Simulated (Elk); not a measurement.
**SrLaFe4: which magnetic order is lowest**

Aim: find out whether SrLaFe4 carries moments, and which collinear order costs least.

Calculated with Elk 11.2.3 (patched build); PBE; all-electron APW+lo, Dirac cores, scalar-relativistic bands.

This is a report of a sequence of runs, with most program output left out.

## (1) The structure

Symmetry: F-43m, No. 216, cubic system. Conventional cell: a = 7.547 Å, b = 7.547 Å, c = 7.547 Å, α = 90.00°, β = 90.00°, γ = 90.00°. La has 12 Fe at 3.13 Å and 4 Sr at 3.27 Å nearest. Nearest to Sr lie 12 Fe at 3.13 Å and 4 La at 3.27 Å. Nearest to Fe lie 6 Fe at 2.63 to 2.71 Å and 3 Sr at 3.13 Å and 3 La at 3.13 Å. invented: LaMgNi4 (F-43m) with Fe for Ni, Sr for Mg. Farther neighbours are not listed.

The cell is a made-up one and need not be a known phase.

The settings of this session are not all sound (see the inputs), so it shows what such settings give, not the properties of the crystal.

## (2) Order 1, typed as ferro ++++

The parallel start comes first: it fits the smallest cell, keeps the most symmetry and shows whether parallel moments form.

The last three numbers of an atom's line are a seed field in its sphere. It points against the wanted moment and shrinks by the factor reducebf each loop.

elk.in reads:

```
tasks
  0

xctype
  20

rgkmax
  6.0

nempty
  5

swidth
  0.005

reducebf
  0.5

epsengy
  1e-05

maxscl
  100

lmaxi
  2

spinpol
  .true.

sppath
  './'

avec
  0.00000000000 7.13125191760 7.13125191760
  7.13125191760 0.00000000000 7.13125191760
  7.13125191760 7.13125191760 0.00000000000

atoms
  3
  'La.in'
  1
  0.0000000000 0.0000000000 0.0000000000   0.000000 0.000000 0.000000
  'Sr.in'
  1
  0.2500000000 0.2500000000 0.2500000000   0.000000 0.000000 0.000000
  'Fe.in'
  4
  0.6232195400 0.6232195400 0.6232195400   0.000000 0.000000 -0.084000
  0.6232195400 0.6232195400 0.1303413900   0.000000 0.000000 -0.084000
  0.1303413900 0.6232195400 0.6232195400   0.000000 0.000000 -0.084000
  0.6232195400 0.1303413900 0.6232195400   0.000000 0.000000 -0.084000

ngridk
  6 6 6
```

Started as:

```console
> OMP_NUM_THREADS=4 elk
```

Elapsed: 2.5 min, on 4 threads of Arm Neoverse V2, shared host; peak memory 0.69 GiB; 9.4 min of CPU time.

Spin moment in the muffin-tin sphere by atom:

| atom | spin moment in the muffin-tin sphere (μB) |
| --- | --- |
| La1 | -0.30 |
| Sr2 | -0.11 |
| Fe3 | 2.25 |
| Fe4 | 2.25 |
| Fe5 | 2.25 |
| Fe6 | 2.25 |

Read from the output:

| Property | Result |
| --- | --- |
| density of states at the Fermi level | 6.600 states/eV/cell |
| moment between the spheres | -0.3285 μB |
| magnetization | 8.263 μB |
| final state | ferromagnetic |

After 21 cycles the largest moment stands at 2.25 μB.

## (3) Order 2, typed as antiferro ++--

Another pattern of signs weighs the neighbour shells otherwise.

elk.in: that of step 2 with these lines changed.

```diff
@@ -50,4 +50,4 @@
   0.6232195400 0.6232195400 0.1303413900   0.000000 0.000000 -0.084000
-  0.1303413900 0.6232195400 0.6232195400   0.000000 0.000000 -0.084000
-  0.6232195400 0.1303413900 0.6232195400   0.000000 0.000000 -0.084000
+  0.1303413900 0.6232195400 0.6232195400   0.000000 0.000000 0.084000
+  0.6232195400 0.1303413900 0.6232195400   0.000000 0.000000 0.084000
```

Started as:

```console
> OMP_NUM_THREADS=4 elk
```

Run time: 4.6 min. Hardware: 4 threads; peak memory 0.66 GiB; 17 min of CPU time.

Spin moment in the muffin-tin sphere by atom:

| atom | spin moment in the muffin-tin sphere (μB) |
| --- | --- |
| La1 | 0.00 |
| Sr2 | 0.00 |
| Fe3 | 1.95 |
| Fe4 | 1.95 |
| Fe5 | -1.95 |
| Fe6 | -1.95 |

Read from the output:

```yaml
density_of_states_at_the_fermi_level: 11.97 states/eV/cell
moment_between_the_spheres: 0 μB
magnetization: 0 μB
final_state: antiferromagnetic
```

It lies 159 meV a seeded atom over the first start, and its largest moment is 1.95 μB against 2.25 μB.

## (4) Order 3, typed as ferri +++-

An opposed order shows whether the pairs that it reverses prefer unlike signs.

elk.in: that of step 3 with these lines changed.

```diff
@@ -50,3 +50,3 @@
   0.6232195400 0.6232195400 0.1303413900   0.000000 0.000000 -0.084000
-  0.1303413900 0.6232195400 0.6232195400   0.000000 0.000000 0.084000
+  0.1303413900 0.6232195400 0.6232195400   0.000000 0.000000 -0.084000
   0.6232195400 0.1303413900 0.6232195400   0.000000 0.000000 0.084000
```

Started as:

```console
> OMP_NUM_THREADS=4 elk
```

It took 9.1 min on 4 threads; peak memory 0.71 GiB; 36 min of CPU time.

Spin moment in the muffin-tin sphere by atom:

| atom | spin moment in the muffin-tin sphere (μB) |
| --- | --- |
| La1 | -0.30 |
| Sr2 | -0.11 |
| Fe3 | 2.25 |
| Fe4 | 2.25 |
| Fe5 | 2.25 |
| Fe6 | 2.25 |

Read from the output:

| Quantity | Value |
| --- | --- |
| density of states at the Fermi level | 6.600 states/eV/cell |
| moment between the spheres | -0.3286 μB |
| magnetization | 8.263 μB |
| final state | ferromagnetic |

On 1 Fe atom the moment turned against its typed sign.

It lies level with the first start, and its largest moment is 2.25 μB against 2.25 μB.

## (5) Order 4, typed as no spin polarisation

A run without seeds gives the energy of the state without moments.

elk.in reads:

```
tasks
  0

xctype
  20

rgkmax
  6.0

nempty
  5

swidth
  0.005

epsengy
  1e-05

maxscl
  100

lmaxi
  2

sppath
  './'

avec
  0.00000000000 7.13125191760 7.13125191760
  7.13125191760 0.00000000000 7.13125191760
  7.13125191760 7.13125191760 0.00000000000

atoms
  3
  'La.in'
  1
  0.0000000000 0.0000000000 0.0000000000   0.000000 0.000000 0.000000
  'Sr.in'
  1
  0.2500000000 0.2500000000 0.2500000000   0.000000 0.000000 0.000000
  'Fe.in'
  4
  0.6232195400 0.6232195400 0.6232195400   0.000000 0.000000 0.000000
  0.6232195400 0.6232195400 0.1303413900   0.000000 0.000000 0.000000
  0.1303413900 0.6232195400 0.6232195400   0.000000 0.000000 0.000000
  0.6232195400 0.1303413900 0.6232195400   0.000000 0.000000 0.000000

ngridk
  6 6 6
```

Started as:

```console
> OMP_NUM_THREADS=4 elk
```

Wall time 21 s (4 threads); peak memory 0.25 GiB; 74 s of CPU time.

Numbers from this step:

```yaml
density_of_states_at_the_fermi_level: 15.80 states/eV/cell
final_state: non-magnetic (no spin polarisation)
```

It lies 336 meV a seeded atom over the first start.

## (6) Energies of the orders

These are free energies at a smearing of 0.136 eV, so its entropy term is in the differences. They are divided by the number of seeded atoms, so that cells of unlike size compare.

Orders:

| start | final state | typed order kept | energy over the lowest (meV a seeded atom) | largest sphere moment (μB) | net moment (μB a primitive cell) | DOS at the Fermi level (states/eV a primitive cell) | mesh matched | CPU time (s) |
| --- | --- | --- | --- | --- | --- | --- | --- | --- |
| ferro ++++ | ferromagnetic | yes | 0.0556 | 2.252 | 8.263 | 6.6 | yes | 561.7 |
| antiferro ++-- | antiferromagnetic | yes | 158.9 | 1.945 | 0 | 11.97 | yes | 1047 |
| ferri +++- | ferromagnetic | no | 0 | 2.252 | 8.263 | 6.6 | yes | 2148 |
| no spin polarisation | non-magnetic | - | 335.8 | 0 | 0 | 15.8 | yes | 74.34 |

## (7) Results

| Property | Result |
| --- | --- |
| lowest state found | ferromagnetic (typed ferri +++-) |
| largest site moment | 2.25 μB |
| next state | antiferromagnetic, 159 meV a seeded atom higher |
| energy gained by spin polarisation | 336 meV a seeded atom |

The lowest state found is ferromagnetic, reached from the start ferri +++-, with moments up to 2.25 μB. The next state costs 159 meV a seeded atom. 1 start left the typed pattern (a sign turned or a seeded moment died), so such an energy belongs to the state reached, not the one typed. Only 4 starts are shown; other collinear patterns, canted and longer-period orders are not.

[Logs and program files are shortened in this print: banners, set-up blocks, solver, clock and traceback lines can be left out without a mark of their own.]

[Logs are printed without paths, hosts, clocks, repeated set-up lines and the standing remarks that a program may print on its own settings, such as how far it seeks lower states.]

[Hosts, paths, dates, database ids (printed as entryN), source tags and the programs' standing remarks are cut or masked in the printed files.]

[Where a cell is said to come from a database of computed structures, the database is the Materials Project.]
